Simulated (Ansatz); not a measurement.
# F on Ta(110): change of the work function, part 2 of 2

How does F on the hollow site change the work function of Ta(110) as the layer fills?

Ansatz 0.2.0; plane-wave DFT, PBE, Ansatz PAW.

So far, work function, upper face (eV): step 2 (the clean slab) 4.77; step 3 (37 atoms, coverage 0.111 ML, cell 3x3) 4.66.

## 4. Adsorbate added, k-mesh 6×6×1, coverage 0.25 ML

System of this step: Ta16F (F/Ta(110)). The cell holds 17 atoms: 16 Ta and 1 F. Cell: a = 5.733 Å, b = 5.733 Å, c = 26.646 Å, α = 90.0°, β = 90.0°, γ = 70.5°. Vacuum lies along c.

Another coverage, to see how the dipoles act on each other as their distance changes.

input.yaml reads:

```yaml
crystal:
  lattice:
    - [4.6810468914, -3.31, 0.0]
    - [4.6810468914, 3.31, 0.0]
    - [0.0, 0.0, 26.6455904908]
  atoms:
    - { symbol: Ta, position: [0.0, 0.0, 0.3377669563] }
    - { symbol: Ta, position: [0.25, 0.25, 0.4256060098] }
    - { symbol: Ta, position: [0.0, 0.0, 0.5135350673] }
    - { symbol: Ta, position: [0.25, 0.25, 0.597952486] }
    - { symbol: Ta, position: [0.0, 0.5, 0.3377669563] }
    - { symbol: Ta, position: [0.25, 0.75, 0.4256060098] }
    - { symbol: Ta, position: [0.0, 0.5, 0.5135350673] }
    - { symbol: Ta, position: [0.25, 0.75, 0.597952486] }
    - { symbol: Ta, position: [0.5, 0.0, 0.3377669563] }
    - { symbol: Ta, position: [0.75, 0.25, 0.4256060098] }
    - { symbol: Ta, position: [0.5, 0.0, 0.5135350673] }
    - { symbol: Ta, position: [0.75, 0.25, 0.597952486] }
    - { symbol: Ta, position: [0.5, 0.5, 0.3377669563] }
    - { symbol: Ta, position: [0.75, 0.75, 0.4256060098] }
    - { symbol: Ta, position: [0.5, 0.5, 0.5135350673] }
    - { symbol: Ta, position: [0.75, 0.75, 0.597952486] }
    - { symbol: F, position: [0.42, 0.42, 0.6622330437] }
kpoints:
  mp_grid: { grid: [6, 6, 1] }
hamiltonian:
  xc: pbe
scf:
  occupations: { method: fermi_dirac, width: 0.1 }
  convergence: { dr2_threshold: 1.0e-08 }
efield:
  axis: 3
  dipole_correction: true
  ramp_position: 0.97
  ramp_width: 0.06
relax:
  f_tol: 0.02
  max_steps: 60
  constraints: [{ sites: [0, 1, 4, 5, 8, 9, 12, 13] }]
output:
  dos: { projected: true, e_range: [-8, 4] }
  write_potential: true
  write_density: true
  volumetric_format: npy
  elf: true
```

Run with:

```
$ ansatz run input.yaml --threads 4 --pin off --max-ram 16384MiB --backend cpu --events-out ev --progress --plain --runs-dir out
```

Wall time 5 min (4 threads of Arm Neoverse V1, shared host); peak memory 2.9 GiB.

Step by step:

```
step  energy less that of the first step (eV)  largest force component (eV/Å)
   1                                   0.0000                          1.7361
   2                                  -0.3419                          0.5776
   3                                  -0.3892                          0.1602
   4                                  -0.3981                          0.1200
   5                                  -0.4056                          0.0587
   6                                  -0.4060                          0.0417
   7                                  -0.4062                          0.0082
```

Forces are held to the 2 operations that the program found; a distortion that breaks them can't arise in this run.

The atoms that moved most (Å):

```
atom      dx      dy      dz  length
 F17   0.135   0.000  -0.284   0.314
Ta16   0.042   0.000  -0.085   0.095
Ta12  -0.007  -0.042   0.073   0.084
 Ta8  -0.007   0.042   0.073   0.084
 Ta4  -0.074   0.000   0.017   0.076
Ta15   0.000   0.000   0.035   0.035
 Ta7  -0.006  -0.009  -0.010   0.014
Ta11  -0.006   0.009  -0.010   0.014
```

The relaxed structure:

```xyz
17
Lattice="4.6810 -3.3100 0.0000 4.6810 3.3100 0.0000 0.0000 0.0000 26.6456" Properties=species:S:1:pos:R:3
Ta    0.0000    0.0000    9.0000
Ta    2.3405    0.0000   11.3405
Ta   -0.0025    0.0000   13.6777
Ta    2.2661    0.0000   15.9495
Ta    2.3405    1.6550    9.0000
Ta    4.6810    1.6550   11.3405
Ta    2.3350    1.6464   13.6732
Ta    4.6745    1.6966   16.0058
Ta    2.3405   -1.6550    9.0000
Ta    4.6810   -1.6550   11.3405
Ta    2.3350   -1.6464   13.6732
Ta    4.6745   -1.6966   16.0058
Ta    4.6810    0.0000    9.0000
Ta    7.0216    0.0000   11.3405
Ta    4.6808    0.0000   13.7185
Ta    7.0634    0.0000   15.8479
F     4.0675    0.0000   17.3617
```

Numbers from this step:

| Quantity | Value |
| --- | --- |
| energy at zero smearing | -159716.8957 eV |
| work function, upper face | 4.507 eV |
| work function, lower face | 4.807 eV |
| dipole along the normal | 0.05127 e·Å |
| step between the vacuum levels | -0.2993 eV |

The density of states has structure finer than the step of the table below, so its rows give means over 0.25 eV. Peaks (eV: height): -7.280: 25.9, -7.160: 31.0, -1.440: 41.0, -1.260: 31.0, -1.110: 40.9, -0.780: 32.0, -0.300: 30.0.

Table of density of states by energy, zero at the Fermi level; means over each step:

```
energy (eV)  density of states (states/eV a cell)
      -7.75                                 0.285
      -7.50                                  9.95
      -7.25                                  14.4
      -7.00                                  1.21
      -6.75                                  1.08
      -6.50                                  1.04
      -6.25                                  1.06
      -6.00                                  2.19
      -5.75                                  2.25
      -5.50                                  2.78
      -5.25                                  1.76
      -5.00                                  1.76
      -4.75                                  4.97
      -4.50                                  4.23
      -4.25                                  7.24
      -4.00                                  8.19
      -3.75                                  11.6
      -3.50                                  9.22
      -3.25                                  14.6
      -3.00                                  18.0
      -2.75                                  15.8
      -2.50                                  10.6
      -2.25                                  11.0
      -2.00                                  8.09
      -1.75                                  6.47
      -1.50                                  30.2
      -1.25                                  28.9
      -1.00                                  26.8
      -0.75                                  25.0
      -0.50                                  23.3
      -0.25                                  27.1
       0.00                                  21.5
       0.25                                  16.7
       0.50                                  10.9
       0.75                                  10.4
       1.00                                  11.3
       1.25                                  10.6
       1.50                                  11.8
       1.75                                  10.9
```

Projected DOS per atom over height of the atomic layer and energy from the Fermi level. Layers: Ta4 Ta4 Ta4 Ta4 F from below.

Values in states/eV, 22 rows by 5 columns, each cell a mean:
```
0.9 0.5 0.4 0.8 0.1
0.7 0.5 0.5 0.8 0.1
0.8 0.4 0.4 0.7 0.1
1.0 0.6 0.6 0.8 0.1
1.7 1.2 1.1 1.5 0.1
2.0 1.2 1.2 1.5 0.1
1.8 1.5 1.4 1.7 0.1
1.6 1.9 1.9 1.5 0.1
0.4 0.4 0.4 0.5 0.0
0.7 0.6 0.6 0.7 0.1
0.9 1.1 1.1 0.9 0.1
0.8 1.0 1.0 0.8 0.1
0.5 0.8 0.8 0.5 0.1
0.4 0.6 0.6 0.4 0.1
0.3 0.3 0.3 0.2 0.1
0.1 0.1 0.2 0.1 0.0
0.2 0.2 0.2 0.1 0.1
0.1 0.1 0.2 0.1 0.1
0.0 0.1 0.1 0.0 0.1
0.0 0.1 0.1 0.0 0.3
0.0 0.0 0.1 0.4 9.9
0.0 0.0 0.0 0.1 0.9
```
Columns: height of the atomic layer (Å) from 9 to 17.4 (not evenly spaced); rows upwards: energy from the Fermi level (eV) from -7.96 to 1.95.

ELF in the ca plane at fractional y = 0.000, with atoms of Ta within 0.2 Å of it. It is the smooth field of the valence electrons, not physical close to the nuclei.

Values, 8 rows by 16 columns, each cell a mean:
```
0.58 0.39 0.43 0.41 0.44 0.54 0.38 0.38 0.47 0.37 0.09 0.01 0.00 0.00 0.00 0.00
0.33 0.40 0.35 0.44 0.36 0.29 0.46 0.36 0.44 0.29 0.06 0.00 0.00 0.00 0.00 0.00
0.40 0.37 0.37 0.42 0.34 0.34 0.39 0.33 0.46 0.23 0.03 0.00 0.00 0.00 0.00 0.00
0.50 0.43 0.46 0.41 0.47 0.51 0.36 0.41 0.52 0.26 0.03 0.00 0.00 0.00 0.00 0.00
0.58 0.39 0.43 0.40 0.44 0.54 0.35 0.38 0.51 0.32 0.05 0.00 0.00 0.00 0.00 0.00
0.33 0.40 0.35 0.43 0.35 0.29 0.47 0.35 0.44 0.32 0.07 0.01 0.00 0.00 0.00 0.00
0.40 0.37 0.37 0.43 0.33 0.34 0.46 0.41 0.47 0.35 0.09 0.01 0.00 0.00 0.00 0.00
0.49 0.43 0.45 0.40 0.46 0.50 0.41 0.45 0.51 0.40 0.10 0.01 0.00 0.00 0.00 0.00
```
Columns run along c (16.0 Å, from fractional 0.33 to 0.93 of the cell), rows up along a (5.7 Å). Atoms in or near the plane, at fractional coordinates: Ta at (0.34, 0.00), Ta at (0.51, 0.00), Ta at (0.34, 0.50), Ta at (0.51, 0.50).

Valence density in the ca plane at fractional y = 0.000, with atoms of Ta within 0.2 Å of it. It is the smooth field of the valence electrons, not physical close to the nuclei.

Values in e/Å³, 8 rows by 16 columns, each cell a mean:
```
3.4 0.9 0.2 0.2 1.7 2.9 0.4 0.3 0.1 0.0 0.0 0.0 0.0 0.0 0.0 0.0
0.5 0.3 0.3 0.3 0.3 0.5 0.3 0.3 0.1 0.0 0.0 0.0 0.0 0.0 0.0 0.0
1.0 0.3 0.3 0.3 0.5 0.8 0.3 0.3 0.1 0.0 0.0 0.0 0.0 0.0 0.0 0.0
3.9 1.1 0.2 0.2 2.1 3.4 0.4 0.2 0.1 0.0 0.0 0.0 0.0 0.0 0.0 0.0
3.4 0.9 0.2 0.3 1.7 2.9 0.4 0.2 0.1 0.0 0.0 0.0 0.0 0.0 0.0 0.0
0.5 0.3 0.3 0.3 0.3 0.4 0.3 0.3 0.1 0.0 0.0 0.0 0.0 0.0 0.0 0.0
1.0 0.3 0.3 0.3 0.5 0.8 0.3 0.3 0.1 0.0 0.0 0.0 0.0 0.0 0.0 0.0
3.9 1.1 0.2 0.2 2.1 3.4 0.4 0.3 0.1 0.0 0.0 0.0 0.0 0.0 0.0 0.0
```
Columns run along c (16.0 Å, from fractional 0.33 to 0.93 of the cell), rows up along a (5.7 Å). Atoms in or near the plane, at fractional coordinates: Ta at (0.34, 0.00), Ta at (0.51, 0.00), Ta at (0.34, 0.50), Ta at (0.51, 0.50).

Electrostatic potential energy in the ca plane at fractional y = 0.000, with atoms of Ta within 0.2 Å of it. With pseudopotentials it is smooth inside the atoms' cores, unlike the true potential.

Ten even steps from '0' (-58 eV) to '9' (8 eV), each cell a mean:
```
00048999999730015899999999999999999999999999
43468999999864357899999999999999999999999999
77789998999987788999889999999999999999999999
88899998899998899998889999999999999999999999
77789998999987788998889999999999999999999999
43468999999864357899999999999999999999999999
00148999999730015899999999999999999999999999
00047999999730005899999999999999999999999999
21258999999751136899999999999999999999999999
65689999999876568999899999999999999999999999
88899998899998889998889999999999999999999999
88899998899998889999889999999999999999999999
65689999999876568999899999999999999999999999
21258999999851136899999999999999999999999999
00047999999730005899999999999999999999999999
```
Columns run along c (16.0 Å, from fractional 0.33 to 0.93 of the cell; values clipped at the 3rd and 97th percentile), rows up along a (5.7 Å). Atoms in or near the plane, at fractional coordinates: Ta at (0.34, 0.00), Ta at (0.51, 0.00), Ta at (0.34, 0.50), Ta at (0.51, 0.50).

The relaxation took 7 steps and lowered the energy by 0.41 eV; the largest force on the free atoms ends at 0.0082 eV/Å.

By hand: a sheet of dipoles makes a step −p/(ε₀A) in the electron's potential. With e/ε₀ = 180.95 V·Å, p = 0.05127 e·Å and A = 30.99 Å², that is −180.95 × (0.05127) / 30.99 = -0.299 eV, and the two vacuum levels of the run differ by -0.299 eV.

The covered face has 4.51 eV, -0.26 eV against the clean one; the bare back face has moved by -0.01 eV, a measure of how thin the slab is.

## 5. The covered slab, k-mesh 6×6×1, coverage 0.5 ML

System of this step: Ta8F (F/Ta(110)). The cell holds 18 atoms: 16 Ta and 2 F. Its edges and angles: a = 5.733 Å, b = 5.733 Å, c = 26.646 Å, α = 90.0°, β = 90.0°, γ = 70.5°. Vacuum lies along c.

input.yaml: that of step 4 with these lines changed.

```diff
@@ -23,2 +23,3 @@
     - { symbol: F, position: [0.42, 0.42, 0.6622330437] }
+    - { symbol: F, position: [0.92, 0.42, 0.6622330437] }
 kpoints:
```

Elapsed: 7.1 min, on 4 threads; peak memory 3.5 GiB.

Relaxation path:

```
step  energy less that of the first step (eV)  largest force component (eV/Å)
   1                                   0.0000                          2.0016
   2                                  -0.6908                          0.4601
   3                                  -0.7679                          0.2125
   4                                  -0.7847                          0.1011
   5                                  -0.7917                          0.0332
   6                                  -0.7919                          0.0075
```

Forces are held to the 2 operations that the program found; a distortion that breaks them can't arise in this run.

The atoms that moved most (Å):

```
atom      dx      dy      dz  length
 F17   0.097   0.080  -0.292   0.318
 F18   0.097   0.080  -0.292   0.318
 Ta4  -0.069  -0.037   0.049   0.092
Ta12  -0.069  -0.037   0.049   0.092
Ta16   0.036   0.031   0.016   0.050
 Ta8   0.036   0.031   0.016   0.050
Ta11  -0.009   0.003  -0.022   0.024
 Ta3  -0.009   0.003  -0.022   0.024
```

The relaxed structure:

```xyz
18
Lattice="4.6810 -3.3100 0.0000 4.6810 3.3100 0.0000 0.0000 0.0000 26.6456" Properties=species:S:1:pos:R:3
Ta    0.0000    0.0000    9.0000
Ta    2.3405    0.0000   11.3405
Ta   -0.0092    0.0035   13.6614
Ta    2.2720   -0.0369   15.9819
Ta    2.3405    1.6550    9.0000
Ta    4.6810    1.6550   11.3405
Ta    2.3314    1.6538   13.7048
Ta    4.7168    1.6856   15.9484
Ta    2.3405   -1.6550    9.0000
Ta    4.6810   -1.6550   11.3405
Ta    2.3313   -1.6515   13.6614
Ta    4.6125   -1.6919   15.9819
Ta    4.6810    0.0000    9.0000
Ta    7.0216    0.0000   11.3405
Ta    4.6719   -0.0012   13.7048
Ta    7.0573    0.0306   15.9484
F     4.0292    0.0798   17.3539
F     6.3697   -1.5752   17.3539
```

The density of states has structure finer than the step of the table below, so its rows give means over 0.5 eV. Peaks (eV: height): -7.34: 61.1, -7.22: 28.0, -2.83: 21.3, -1.44: 43.4, -1.14: 43.5, -0.72: 35.2, -0.33: 28.7.

The density of states by energy, zero at the Fermi level; means over each step:

```
energy (eV)  density of states (states/eV a cell)
       -7.5                                  12.9
       -7.0                                  6.64
       -6.5                                  2.78
       -6.0                                  1.74
       -5.5                                  2.45
       -5.0                                  2.34
       -4.5                                  4.81
       -4.0                                  9.21
       -3.5                                  10.4
       -3.0                                  17.4
       -2.5                                  12.5
       -2.0                                  8.55
       -1.5                                  22.3
       -1.0                                  26.2
       -0.5                                  25.2
        0.0                                  21.3
        0.5                                  11.3
        1.0                                  10.7
        1.5                                  10.3
```

The relaxation took 6 steps and lowered the energy by 0.79 eV; the largest force on the free atoms ends at 0.0075 eV/Å.

The covered face has 4.48 eV, -0.29 eV against the clean one; the bare back face has moved by -0.02 eV, a measure of how thin the slab is.

## 6. Adsorbate added, k-mesh 12×12×1, coverage 1 ML

System of this step: Ta4F (F/Ta(110)). The cell holds 5 atoms: 4 Ta and 1 F. Its edges and angles: a = 2.867 Å, b = 2.867 Å, c = 26.646 Å, α = 90.0°, β = 90.0°, γ = 70.5°. Vacuum lies along c.

input.yaml, the sections that differ from step 5:

```yaml
crystal:
  lattice:
    - [2.3405234457, -1.655, 0.0]
    - [2.3405234457, 1.655, 0.0]
    - [0.0, 0.0, 26.6455904908]
  atoms:
    - { symbol: Ta, position: [0.0, 0.0, 0.3377669563] }
    - { symbol: Ta, position: [0.5, 0.5, 0.4256060098] }
    - { symbol: Ta, position: [0.0, 0.0, 0.5135350673] }
    - { symbol: Ta, position: [0.5, 0.5, 0.597952486] }
    - { symbol: F, position: [0.84, 0.84, 0.6622330437] }
kpoints:
  mp_grid: { grid: [12, 12, 1] }
relax:
  f_tol: 0.02
  max_steps: 60
  constraints: [{ sites: [0, 1] }]
output:
  write_potential: true
  write_density: true
  volumetric_format: npy
# hamiltonian, scf, efield: as in step 5
```

The job ended after 40 s (4 threads; peak memory 0.61 GiB; 2.6 min of CPU time).

Step by step:

```
step  energy less that of the first step (eV)  largest force component (eV/Å)
   1                                   0.0000                          2.8232
   2                                  -0.2789                          2.0174
   3                                  -0.3692                          0.4419
   4                                  -0.3846                          0.1311
   5                                  -0.3857                          0.1007
   6                                  -0.3872                          0.0123
```

The run keeps the 2 symmetry operations that the program found, so distortions that break them were not tested.

The atoms that moved most (Å):

```
atom      dx     dy      dz  length
  F5   0.077  0.000  -0.227   0.239
 Ta4   0.038  0.000   0.051   0.063
 Ta3  -0.007  0.000  -0.006   0.009
```

Final coordinates:

```xyz
5
Lattice="2.3405 -1.6550 0.0000 2.3405 1.6550 0.0000 0.0000 0.0000 26.6456" Properties=species:S:1:pos:R:3
Ta    0.0000    0.0000    9.0000
Ta    2.3405    0.0000   11.3405
Ta   -0.0067    0.0000   13.6770
Ta    2.3781    0.0000   15.9837
F     4.0087    0.0000   17.4189
```

The relaxation took 6 steps and lowered the energy by 0.39 eV; the largest force on the free atoms ends at 0.012 eV/Å.

The covered face has 4.65 eV, -0.12 eV against the clean one; the bare back face has moved by -0.04 eV, a measure of how thin the slab is.

## 7. Work function against coverage

This step: plane-wave DFT, PBE, Ansatz PAW; work function against coverage (Ansatz 0.2.0).

The runs are now put side by side.

This step gave:

```
work function of the clean face     : 4.767 eV
largest change of the work function : -0.2884 eV
```

Work function of the covered face against coverage:

```
coverage (adsorbates/nm²)  work function of the covered face (eV)
                     0.00                                    4.77
                     1.43                                    4.66
                     3.23                                    4.51
                     6.45                                    4.48
                    12.91                                    4.65
```

The dipole per adsorbate comes from the change of the cell's dipole. Coverage, by row:

```
coverage (1/nm²)  coverage (ML)  work function (eV)  change (eV)  dipole per adsorbate, positive end outwards (debye)  mean height of the added atoms over the highest substrate atom (Å)
           1.434         0.1111               4.663      -0.1042                                                0.185                                                               1.365
           3.227           0.25               4.507      -0.2594                                                0.205                                                               1.356
           6.454            0.5               4.478      -0.2884                                                0.111                                                               1.372
           12.91              1                4.65      -0.1165                                                0.017                                                               1.435
```

## 8. Results

| Property | Result |
| --- | --- |
| work function of the clean face | 4.77 eV |
| work function at 0.11 ML | 4.66 eV |
| work function at 0.25 ML | 4.51 eV |
| work function at 0.5 ML | 4.48 eV |
| work function at 1 ML | 4.65 eV |
| dipole per adsorbate at 0.11 ML, positive end outwards | 0.18 D |

**Reading.** At the lowest coverage F changes the work function of Ta(110) by under 0.15 eV, within the error of so thin a slab; the largest change, -0.29 eV, comes at higher coverage. The work function passes a minimum near 0.5 ML among the coverages run and rises again. The slab has 4 layers, at the tabulated experimental lattice constant, one starting site was run, and quantum-size effects of a slab this thin can reach one or two tenths of an eV.

[Long decimals in the printed logs are rounded to 6 places.]

[Logs are printed without paths, hosts, clocks, repeated set-up lines and the standing remarks that a program may print on its own settings, such as how far it seeks lower states.]

[Hosts, paths, dates, database ids (printed as entryN), source tags and the programs' standing remarks are cut or masked in the printed files.]

[Maps of the electrostatic potential energy from Ansatz leave out the sawtooth potential of an applied field or a dipole correction, so their vacuum need not be flat; planar profiles and work functions include it.]

[The density of states shown here was stored with 400 of the rows of the run's finer table, so its peaks can read low, often by over a quarter, or be missed, and its means over a window can be off by a tenth or more.]
